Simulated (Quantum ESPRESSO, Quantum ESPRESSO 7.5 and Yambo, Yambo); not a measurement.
# Excitons of SnSe2 (1T monolayer): kernels and approximations

Aim: the absorption spectrum of SnSe2 (1T monolayer) with electron-hole interaction, and what each part of the kernel does.

Main program and level: Quantum ESPRESSO 7.5 and Yambo 5.3.0; PBE and many-body steps on it, plane waves.

## Step 1: Starting point

The cell holds 3 atoms: 1 Sn and 2 Se. Cell: a = 3.872 Å, b = 3.872 Å, c = 15.000 Å, α = 90.0°, β = 90.0°, γ = 120.0°. Vacuum lies along c.

The structure was relaxed with PBE. The runs that relaxed it are not among those shown.

## Step 2: Empty states on the mesh, 6×6×1 mesh, 168 bands

This step: Quantum ESPRESSO 7.5; DFT, PBE, plane waves, norm-conserving pseudopotentials.

The sums over transitions need many empty states on a uniform mesh; this step solves for them.

pw.in reads:

```
&control
  calculation = 'nscf'
  prefix = 'x'
  outdir = 'o'
  pseudo_dir = 'pseudo'
/
&system
  ibrav = 0
  nat = 3
  ntyp = 2
  ecutwfc = 104.0
  nbnd = 168
  force_symmorphic = .true.
/
&electrons
  conv_thr = 1e-9
  electron_maxstep = 80
  diago_full_acc = .true.
  diago_thr_init = 5e-6
/
ATOMIC_SPECIES
  Sn 118.71 Sn.upf
  Se 78.971 Se.upf
CELL_PARAMETERS angstrom
  3.8716531358 0.0000000001 0.0000000000
  -1.9358265679 3.3529499702 0.0000000000
  0.0000000000 0.0000000000 15.0000000000
ATOMIC_POSITIONS crystal
  Sn 0.0000000000 0.0000000000 0.5000000000
  Se 0.3333333333 0.6666666667 0.6064273921
  Se 0.6666666667 0.3333333333 0.3935726079
K_POINTS automatic
  6 6 1 0 0 0
```

Command:

```bash
> OMP_NUM_THREADS=1 mpirun -n 4 pw.x -nk 4 -in pw.in > pw.out
```

Output:

```text
Program PWSCF v.7.5 starts

     This program is part of the open-source Quantum ESPRESSO suite
     for quantum simulation of materials; please cite
         "P. Giannozzi et al., J. Phys.:Condens. Matter 21 395502 (2009);
         "P. Giannozzi et al., J. Phys.:Condens. Matter 29 465901 (2017);
         "P. Giannozzi et al., J. Chem. Phys. 152 154105 (2020);
     in publications or presentations arising from this work. More details at

     Atomic positions and unit cell read from directory:
     o/x.save/

     Message from routine setup:
[...]
-206.8538-206.8538-146.3464-146.3464-146.3464-146.3464-146.3058-146.3058
[...]
[... 9 further rows ...]
    42.1100  42.4864  42.7613  42.8413  42.9820  43.1381  43.2301  43.7003
    43.9833  44.1262  44.1897  44.4683  44.6307  44.6765  44.8327  45.2257

          k = 0.0000-0.5774 0.0000 ( 23536 PWs)   bands (ev):

     [... further k-points ...]

     highest occupied, lowest unoccupied level (ev):     0.1392    0.9303

     XML data file, pseudopotentials, collected wavefunctions

=------------------------------------------------------------------------------=
   JOB DONE.
=------------------------------------------------------------------------------=
```

Wall time 91 s (4 MPI ranks of Arm Neoverse V1, shared host); peak memory 1.7 GiB.

This step gave:

| Item | Value |
| --- | --- |
| gap | 0.7911 eV |
| k of the valence top | 0, 0.1667, 0 |
| k of the conduction bottom | 0, -0.5, 0 |
| least direct gap | 1.097 eV |
| k points computed | 7 |
| lowest point of the top converged band, above the valence top | 44.50 eV |

On this mesh the gap is 0.791 eV.

The density comes from a self-consistent run that is not shown.

## Step 3: Conversion and set-up

This step: Yambo 5.3.0; conversion and set-up on PBE, plane waves, norm-conserving pseudopotentials.

The states are converted to the many-body program's format and the q mesh is built.

Command:

```bash
> (cd o/x.save; p2y > p2y.log; mv SAVE ../..); yambo > setup.log
```

Output:

```text
 Yambo, version 5.3.0

 [02] CORE Variables Setup
 =========================

  [02.01] Unit cells
  ==================

  Cell kind             :  HCP
  Atoms in the cell     :  Sn  Se
  number of Sn atoms    :  1
  number of Se atoms    :  2

  List of atomic masses
  Mass of Sn    :  118.7100
  Mass of Se    :  78.97100

  List of atomic coordinates    : [cc]
  Sn1       :   0.00000   0.00000  14.17295  order 1
  Se1       : -0.36582E-09   4.2241       17.190      order 2
  Se2       :   3.65818   2.11205  11.15617  order 3

[...]
BZ  Q-points                                      :   36

 K/Q-points units:
 rlu = crystal or reduced units; cc = cartesian coordinates; iku = interal k-units

 Q [1]          [rlu]:  0.000000  0.000000  0.000000
 Q [2]          [rlu]: -0.20889E-17  0.16667       0.0000
 Q [3]          [rlu]: -0.41779E-17  0.33333       0.0000
 Q [4]          [rlu]:  0.62668E-17 -0.50000       0.0000
 Q [5]          [rlu]:  0.166667  0.166667  0.000000
 Q [6]          [rlu]:  0.166667  0.333333  0.000000
 Q [7]          [rlu]:  0.333333  0.333333  0.000000

  [03.01] X indexes
  =================

   [03.01.01] Sigma indexes
   ========================

 [06] Game Over & Game summary
```

Wall time 4 s (1 MPI rank); peak memory 0.27 GiB.

## Step 4: Screening and self-energy, 6×6×1 mesh, 168 bands, screening to 142.9 eV

Now the one-shot GW correction: screening in the RPA, then the self-energy of the levels asked for.

This step: G0W0 on PBE, plane waves, norm-conserving pseudopotentials.

gw1.in reads:

```
HF_and_locXC
gw0
dyson
ppa
em1d
rim_cut
rim_w
RandQpts= 3000000
RandGvec= 100 RL
CUTGeo= "slab z"
RandGvecW= 9 RL
EXXRLvcs= 104 Ry
VXCRLvcs= 416 Ry
Chimod= "HARTREE"
% BndsRnXp
 1 | 168 |
%
NGsBlkXp= 10.5 Ry
% LongDrXp
 1 | 1 | 0 |
%
% GbndRnge
 1 | 168 |
%
DysSolver= "n"
ExtendOut
PPAPntXp= 27.21138 eV
% QPkrange
 1 | 7 | 31 | 39 |
%
```

Command:

```bash
> OMP_NUM_THREADS=1 mpirun -n 4 yambo -F gw1.in -J gw1 -C gw1 > gw1.log
```

Output:

```text
 Yambo, version 5.3.0

 [02] CORE Variables Setup
 =========================

  [... cell, symmetries and grids as in the set-up ...]

  [02.05] Energies & Occupations
  ==============================

  [X] === General ===
  [X] Electronic Temperature                        :  0.000000  0.000000 [eV K]
  [X] Bosonic    Temperature                        :  0.000000  0.000000 [eV K]
  [X] Finite Temperature mode                       : no
  [X] El. density                                   :  0.35949E+24 [cm-3]
[...]
Sx RL components                                 :  23571

  QP @ state[ 1 ] K range                          :   1   7
  QP @ state[ 1 ] b range                          :   31   39
  GF energies kind                                 : Perdew, Burke & Ernzerhof(X)+Perdew, Burke & Ernzerhof(C)
  GF WF`s kind                                     : Perdew, Burke & Ernzerhof(X)+Perdew, Burke & Ernzerhof(C)
  Xs energies kind                                 : Perdew, Burke & Ernzerhof(X)+Perdew, Burke & Ernzerhof(C)
  Xs WF`s kind                                     : Perdew, Burke & Ernzerhof(X)+Perdew, Burke & Ernzerhof(C)

 [14] Game Over & Game summary
```

It took 44 min on 4 MPI ranks; peak memory 6.6 GiB; 2.9 h of CPU time.

Numbers from this step:

- G0W0 gap on the mesh: 1.861 eV
- starting gap on the mesh: 0.7911 eV
- k of the valence top: 0, 0.1667, 0
- k of the conduction bottom: 0, -0.5, 0
- least direct G0W0 gap on the computed points: 2.226 eV

The gap on the mesh goes from 0.79 eV to 1.86 eV, a correction of +1.07 eV.

The gap opens by 1.070 eV; the next steps shift the empty bands rigidly by 1.129 eV, the correction at the start's least direct gap.

## Step 5: Excitons

Light makes an electron and a hole together. The Bethe-Salpeter equation adds their screened attraction and their exchange, in a window of bands around the gap.

This step: Bethe-Salpeter equation on PBE with a scissors shift, plane waves, norm-conserving pseudopotentials.

bse2.in reads:

```
optics
bss
bse
em1s
dipoles
rim_cut
rim_w
RandQpts= 3000000
RandGvec= 100 RL
CUTGeo= "slab z"
RandGvecW= 9 RL
Chimod= "HARTREE"
BSKmod= "SEX"
BSEmod= "resonant"
BSSmod= "d"
BSENGexx= 30 Ry
BSENGBlk= 6 Ry
% BSEQptR
 1 | 1 |
%
% BSEBands
 31 | 39 |
%
% BEnRange
 0 | 7 | eV
%
% BDmRange
 0.1 | 0.1 | eV
%
BEnSteps= 141
% BLongDir
 1 | 0 | 0 |
%
% BndsRnXs
 1 | 97 |
%
NGsBlkXs= 6 Ry
% LongDrXs
 1 | 1 | 0 |
%
% KfnQP_E
 1.129 | 1.0 | 1.0 |
%
WRbsWF
```

Command:

```bash
> OMP_NUM_THREADS=1 mpirun -n 4 yambo -F bse2.in -J bse2 -C bse2 > bse2.log
```

Output:

```text
 Yambo, version 5.3.0

 [02] CORE Variables Setup
 =========================

  [... cell, symmetries and grids as in the set-up ...]

  [02.05] Energies & Occupations
  ==============================

  [X] === General ===
  [X] Electronic Temperature                        :  0.000000  0.000000 [eV K]
  [X] Bosonic    Temperature                        :  0.000000  0.000000 [eV K]
  [X] Finite Temperature mode                       : no
  [X] El. density                                   :  0.35949E+24 [cm-3]
  [X] Fermi Level                                   :  0.139162 [eV]

  [X] === Gaps and Widths ===
  [X] Conduction Band Min                           :  0.791108 [eV]
  [X] Valence Band Max                              :  0.000000 [eV]
  [X] Filled Bands                                  :   35
  [X] Empty Bands                                   :   36  168
  [X] Direct Gap                                    :  1.097116 [eV]
  [X] Direct Gap localized at k                     :   4
  [X] Indirect Gap                                  :  0.791108 [eV]
  [X] Indirect Gap between kpts                     :   2   4
  [X] Last valence band width                       :  0.770971 [eV]
  [X] 1st conduction band width                     :  1.364754 [eV]

 [03] Transferred momenta grid and indexing
 ==========================================

 [BZ sampling] Q-grid is User defined and/or read from the database

 IBZ Q-points                                      :   7
 BZ  Q-points                                      :   36

 K/Q-points units:
 rlu = crystal or reduced units; cc = cartesian coordinates; iku = interal k-units

 Q [1]          [rlu]:  0.000000  0.000000  0.000000
 Q [2]          [rlu]: -0.20889E-17  0.16667       0.0000
 Q [3]          [rlu]: -0.41779E-17  0.33333       0.0000
 Q [4]          [rlu]:  0.62668E-17 -0.50000       0.0000
 Q [5]          [rlu]:  0.166667  0.166667  0.000000
 Q [6]          [rlu]:  0.166667  0.333333  0.000000
 Q [7]          [rlu]:  0.333333  0.333333  0.000000

  [03.01] X + BSE indexes
  =======================

   [03.01.01] Sigma indexes
   ========================

 [04] Coloumb potential Random Integration (RIM)
 ===============================================

 Performing RIM of v_slab

  [04.01] RIM initialization
  ==========================

  * Diagonal components only detected *

  8 x (sBL volume)        :  0.041948 [a.u.]
  sBZ random points       :  3000000
  Points outside the sBZ  :  24000829
  RL volume               :  0.188768 [a.u.]
  Integrated volume       :  0.188761 [a.u.]

  [04.02] RIM integrals
  =====================

  Gamma point sphere radius             :  0.038807 [a.u.]
  Points outside the sphere             :  2398884
  [Int_sBZ(q=0) 1/q^2]*(Vol_sBZ)^(-1/3) =:  7.486872
                                 should be <:  7.795600

  Summary of Coulomb integrals for non-metallic bands |Q|[au] RIM/Bare

  Q [1] 0.100000E-4 0.960397 * Q [2] 0.165273 0.997291
  Q [5] 0.286262 1.024554 * Q [3] 0.330547 1.023507
  Q [6] 0.437272 1.017699 * Q [4] 0.495820 1.014573
  Q [7] 0.572523 1.011394
  Non-periodic chartesian directions : none
  Optical renormalization            :  28.34589 [au]
  Polarizability dimension           : length

 [05] Coloumb potential CutOffslab
 =================================

 Cut directionsZ
 Slab Cutoff:Z
 Symmetry test passed : yes

 [WARNING] [Xs] User bands 1-97 break level degeneracy

 [06] External/Internal QP corrections
 =====================================

 [QP_apply] Action to be applied: USER defined scissor

  [06.01]  QP corrections report
  ==============================

  [K+QP] === General ===
  [K+QP] Electronic Temperature                     :  0.000000  0.000000 [eV K]
  [K+QP] Bosonic    Temperature                     :  0.000000  0.000000 [eV K]
  [K+QP] Finite Temperature mode                    : no
  [K+QP] El. density                                :  0.35949E+24 [cm-3]
  [K+QP] Fermi Level                                :  0.000000 [eV]

[...]
[WARNING] [r,Vnl^pseudo] included in position and velocity dipoles.

  [WARNING] In case H contains other non local terms, these are neglected

 [08] Static Dielectric Matrix
 =============================

 [WR./bse2//ndb.em1s]------------------------------------------------------------
  Brillouin Zone Q/K grids (IBZ/BZ)                :    7   36    7   36
  RL vectors                                       :  27469 [WF]
  Coulomb cutoff potential                         : slab z
  Electronic Temperature                           :  0.000000 [K]
  Bosonic    Temperature                           :  0.000000 [K]
  Static diel. fun.  energies                      : Perdew, Burke & Ernzerhof(X)+Perdew, Burke & Ernzerhof(C)
  wavefunctions                                    : Perdew, Burke & Ernzerhof(X)+Perdew, Burke & Ernzerhof(C)
  Global Gauge                                     : length
  X matrix size                                    :   329
  X band range                                     :    1   97
  X e/h energy range                               : -1.000000 -1.000000 [eV]
  X Time ordering                                  : T
  X Hxc Kernel                                     : HARTREE
  X Drude frequency                                :  0.000000  0.000000
  X poles                                          :  100.0000 [o/o]
  RL vectors in the sum                            :  27469
  [r,Vnl] included                                 : yes
  Field direction                                  :  0.707107E-5  0.707107E-5   0.00000
  BZ energy Double Grid                            : no
  BZ energy DbGd points                            : 0
  BZ Q point size factor                           : -1.000000
  X Optical Averaged directions                    : none

 [09] Bethe Salpeter Equation driver
 ===================================

 [WARNING] Coulomb cutoff at q=0. Default/Suggested Lkind= bar

  [09.01] Bethe Salpeter Equation @q1
  ===================================

   [09.01.01] Transition pre-analysis @q1
   ======================================

   [09.01.02] Transition Groups build-up @q1
   =========================================

   [BSK] Transition groups (total):  14
   [BSK] Size (resonant):   720
   [BSK]         (total):   720
   [BSK] N. of matrices :  1

   [09.01.03] Loading Dipoles @q1
   ==============================

   [09.01.04] Independent Particles properties @q1
   ===============================================

   Optical renormalization       :  28.34589 [a.u.]
   Polarizability dimension      : length

   ==========================================================

   [BSE] Exchange components :   3685
   [BSE] Correlation components :   329  1501

    [09.01.05.01] RIM-W interpolation
    =================================

    [WARNING] RIM-W works only for 2D semiconductors with slab cutoff
    Found compatible q grid: 2D
    q_min[ 1 ]:  0.16667      0.77304E-11   0.0000     [rlu]
     0.166667  0.083333  0.000000 [iku]
    q_min[ 2 ]:  0.99415E-11  0.16667       0.0000     [rlu]
     0.49708E-11  0.16667       0.0000     [iku]
    G-vectors :   9
    G-vectors loaded:   63
    Number of interpolated frequencies:  1

    Evaluating coefficients q = 0

    [09.01.05.02] RIM-W integrals
    =============================

    8 x (sBL volume)        :  0.041948 [a.u.]
    sBZ random points       :  3000000
    Points outside the sBZ  :  24000829
    RL volume               :  0.188768 [a.u.]
    Integrated volume       :  0.188761 [a.u.]

    [09.01.05.03] RIM integrals
    ===========================

    Comparison between head Wc = W - v averages: < Wc > [au] RIM-W/RIM

     < -Wc [Q = 1] > 0.333119E-1 0.414828E-4 * < -Wc [Q = 2] > 0.005513 0.005346
     < -Wc [Q = 3] > 0.001066 0.001047 * < -Wc [Q = 4] > 0.368453E-3 0.364377E-3
     < -Wc [Q = 5] > 0.001541 0.001511 * < -Wc [Q = 6] > 0.524379E-3 0.519311E-3
     < -Wc [Q = 7] > 0.254735E-3 0.253480E-3

    Comparison between head Wc = W - v averages: < Wc > [au] RIM-W/RIM

     < -Wc [G = 1,G`=0] > 0.333119E-1 0.414828E-4 * < -Wc [G = 2,G`=0] >-0.001764 0.000000
     < -Wc [G = 3,G`=0] >-0.001764 0.000000 * < -Wc [G = 4,G`=0] >-0.261875E-4  0.00000
     < -Wc [G = 5,G`=0] >-0.261685E-4  0.00000 * < -Wc [G = 6,G`=0] > 0.149972E-3  0.00000
     < -Wc [G = 7,G`=0] > 0.149949E-3  0.00000 * < -Wc [G = 8,G`=0] >-0.227887E-4  0.00000
     < -Wc [G = 9,G`=0] >-0.227867E-4  0.00000

    [09.01.05.04] Screened interaction header I/O
    =============================================

    [09.01.05.05] Main kernel loop
    ==============================

    [09.01.05.06] Wave-Function Phases
    ==================================

    [BSE] WF phases found       :  74.33862 [o/o]

   [09.01.06] BSE solver(s) @q1
   ============================

   [09.01.07] Diago Solver @q1
   ===========================

 [12] Game Over & Game summary
```

Run time: 3 min. Hardware: 4 MPI ranks; peak memory 2.5 GiB; 12 min of CPU time.

Numbers from this step:

```
transitions in the window                                      : 720
direct gap of the transition levels                            : 2.226 eV
lowest state                                                   : 1.319 eV
first strong exciton (over a fiftieth of the strongest listed) : 1.749 eV
binding of the lowest state below the direct gap               : 0.9068 eV
```

The lowest state lies at 1.319 eV, 0.907 eV under the direct gap.

Lines within 3 meV are set at the lowest of them, and the highest group, which the list may cut short, is left out. Lines of the exciton spectrum (strongest = 100):

```
position (eV)  lines merged  strength, relative
        1.319             1                 0.0
        1.341             2                 0.0
        1.662             2                 0.0
        1.706             1                 0.0
        1.724             1                 0.0
        1.739             2                 0.0
        1.749             3                  33
        1.835             2                 0.1
        2.144             2                 0.0
        2.190             2                  53
        2.214             3                 100
        2.220             1                 0.0
```

The Im polarisability of the sheet has structure finer than the step of the table below, so its rows give means over 0.2 eV, whole bins alone (the curve runs from 0 to 7 eV). Peaks (eV: height): BSE 2.20: 22.3, 3.15: 38.5, 4.05: 24.3, 4.55: 19.3, 6.00: 10.6; no electron-hole interaction 3.10: 16.3, 4.25: 33.7, 4.95: 21.8, 5.50: 24.6.

Sheet polarisability (bohr); field along x; broadening 0.1 eV; transition window only. Limits: finite bands, cutoff and mesh; no spin-orbit coupling; exciton not shown settled in the k mesh. Table of Im polarisability of the sheet by photon energy; means over each step:

```
photon energy (eV)    BSE  no electron-hole interaction
               0.2  0.190                        0.0967
               0.4  0.225                         0.108
               0.6  0.271                         0.121
               0.8  0.336                         0.138
               1.0  0.436                         0.158
               1.2  0.610                         0.184
               1.4   1.00                         0.219
               1.6   2.63                         0.268
               1.8   5.00                         0.341
               2.0   6.22                         0.464
               2.2   18.0                         0.723
               2.4   8.93                          1.64
               2.6   4.99                          4.60
               2.8   7.79                          3.75
               3.0   16.6                          11.2
               3.2   32.9                          10.2
               3.4   26.1                          3.99
               3.6   9.72                          4.31
               3.8   7.11                          6.10
               4.0   18.0                          14.7
               4.2   12.3                          27.3
               4.4   11.6                          22.5
               4.6   14.5                          8.94
               4.8   8.00                          10.8
               5.0   6.21                          17.1
               5.2   5.89                          8.23
               5.4   5.31                          16.5
               5.6   7.53                          18.1
               5.8   7.88                          10.1
               6.0   9.67                          7.17
               6.2   7.31                          6.40
               6.4   4.52                          5.30
               6.6   3.71                          8.45
               6.8   1.98                          8.52
```

(Continued in part 2 of 4.)

[Paths, hosts, dates, memory and timing lines, banners, echoed tables and standing remarks are left out of the program output.]

[Logs are printed without paths, hosts, clocks, repeated set-up lines and the standing remarks that a program may print on its own settings, such as how far it seeks lower states.]

[Runs of the session that timed out or met a known fault of the program may be left out.]

[Hosts, paths, dates, database ids (printed as entryN), source tags and the programs' standing remarks are cut or masked in the printed files.]
